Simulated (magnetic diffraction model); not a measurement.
# Magnetic neutron pattern of NaCe₃SnTe₇

Space group P6_3 (no. 173), a = 10.6920 Å, c = 6.2920 Å.

| site | atom | x | y | z |
| --- | --- | --- | --- | --- |
| 6c | Ce | 0.6338 | 0.8676 | 0.7409 |
| 6c | Te | 0.1017 | 0.5197 | 0.0115 |
| 6c | Te | 0.9015 | 0.1629 | 0.7770 |
| 2b | Te | 1/3 | 2/3 | 0.5325 |
| 2b | Sn | 1/3 | 2/3 | 0.1643 |
| 2a | Na | 0 | 0 | 0.0285 |

This is a made-up structure (elements placed in a structure type, unrelaxed), so the numbers test the method and describe no known phase.

Only Ce is taken to order (form factors of Ce3+); orders and moment sizes are assumed, and not adapted to the symmetry. Radiation: neutrons of λ = 1.909 Å, 3° to 30°; isotropic B of 0.26 Å² (Ce), 0.23 Å² (Te), 0.33 Å² (Sn) and 0.52 Å² (Na). Simulated constant-wavelength pattern: nuclear and magnetic terms add, the magnetic one as |2.695 fm × Σ f S⊥ exp(2πi Q·r) exp(−B s²)|², summed over all Q at one angle with the factor 1/(sin²θ cos θ). For collinear order S is the moment m, which repeats by lattice and centring translations R with the sign exp(−2πi k·R). Free-ion form factors, Sears's scattering lengths of 1992, no absorption; a label names one of the reflections at its angle. The strongest nuclear line in the range is 100, and lines under 0.2 are left out.

Assume the order k = (0 0 0), collinear moments along [001], 1.8 μB on Ce; signs + at (0.6338, 0.8676, 0.7409), − at (0.2338, 0.3662, 0.7409), − at (0.1324, 0.7662, 0.7409), + at (0.3662, 0.1324, 0.2409), − at (0.7662, 0.6338, 0.2409), + at (0.8676, 0.2338, 0.2409).

Q: Where does magnetic intensity appear, and how strong is it?

```
2θ (°)    index  nuclear  magnetic
 11.83  (1 0 0)      3.5     279.5
 20.57  (1 1 0)     94.4     123.0
 21.14  (1 0 1)    100.0      69.1
 23.80  (2 0 0)     36.2      48.9
 27.10  (1 1 1)     72.8      36.0
 29.66  (2 0 1)     25.7      24.8
```

The strongest magnetic line in the range is (1 0 0) at 11.83° (279.5). On top of the Lorentz factor, which all lines share, magnetic lines fade with angle because f falls: for Ce3+ it is 0.96, 0.86, 0.71 and 0.43 at sin θ/λ = 0.1, 0.2, 0.3 and 0.5 Å⁻¹, while nuclear lengths stay constant. The order has no net moment.

[Logs are printed without paths, hosts, clocks, repeated set-up lines and the standing remarks that a program may print on its own settings, such as how far it seeks lower states.]
